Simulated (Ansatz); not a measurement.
# MoTe2: which shell does photoemission see at 40.8 and 1486.7 eV? (PBEsol)

The valence band of MoTe2 mixes several shells. Work out by hand which one leads the spectrum's area at each photon energy.

Filled states come from the projected DOS of Ansatz 0.2.0 (PBEsol, plane waves); cross sections σ and asymmetry parameters β are those of free atoms in a Dirac–Hartree–Slater calculation. A shell's area is states × σ × angular factor, which is 1 + β·P₂(cos θ) for linear light, with θ = 10° from the polarisation and P₂ = 0.955.

**At 40.8 eV** (states counted from 14.6 eV below the zero; other shells add 0.1 to the products' sum of 40.6):

| shell | filled states a cell | cross section (Mb an electron) | β | angular factor | product | share by hand (%) | share in the simulated spectrum (%) |
| --- | --- | --- | --- | --- | --- | --- | --- |
| Te 5s | 7.20 | 0.0526 | 1.75 | 2.67 | 1.01 | 2 | 2 |
| Te 5p | 16.09 | 0.152 | 1.29 | 2.24 | 5.46 | 13 | 13 |
| Mo 4d | 11.04 | 1.57 | 1.01 | 1.96 | 34 | 84 | 84 |

**At 1486.7 eV** (states counted from 14.6 eV below the zero; other shells add 0.00097 to the products' sum of 0.0652):

| shell | filled states a cell | cross section (Mb an electron) | β | angular factor | product | share by hand (%) | share in the simulated spectrum (%) |
| --- | --- | --- | --- | --- | --- | --- | --- |
| Te 5s | 7.20 | 0.000842 | 1.99 | 2.90 | 0.0176 | 27 | 27 |
| Te 5p | 16.09 | 0.000625 | 1.72 | 2.64 | 0.0265 | 41 | 41 |
| Mo 4d | 11.04 | 0.000839 | 1.22 | 2.17 | 0.0201 | 31 | 31 |

Mo 4d leads at 40.8 eV and Te 5p at 1486.7 eV. Between the two energies σ of Mo 4d changes by a factor 5.3e-4 and that of Te 5p by 0.0041, so their ratio moves 7.7-fold in favour of the second. The simulated spectrum uses the same rule on the energy-resolved DOS, so the two share columns agree within a few points.

Only crystals where the two columns agree within 4 points and the lead is clear are worked in this form. Free-atom cross sections ignore the solid's final states, no escape depth or background enters, and the count of states a shell hangs on the projection.
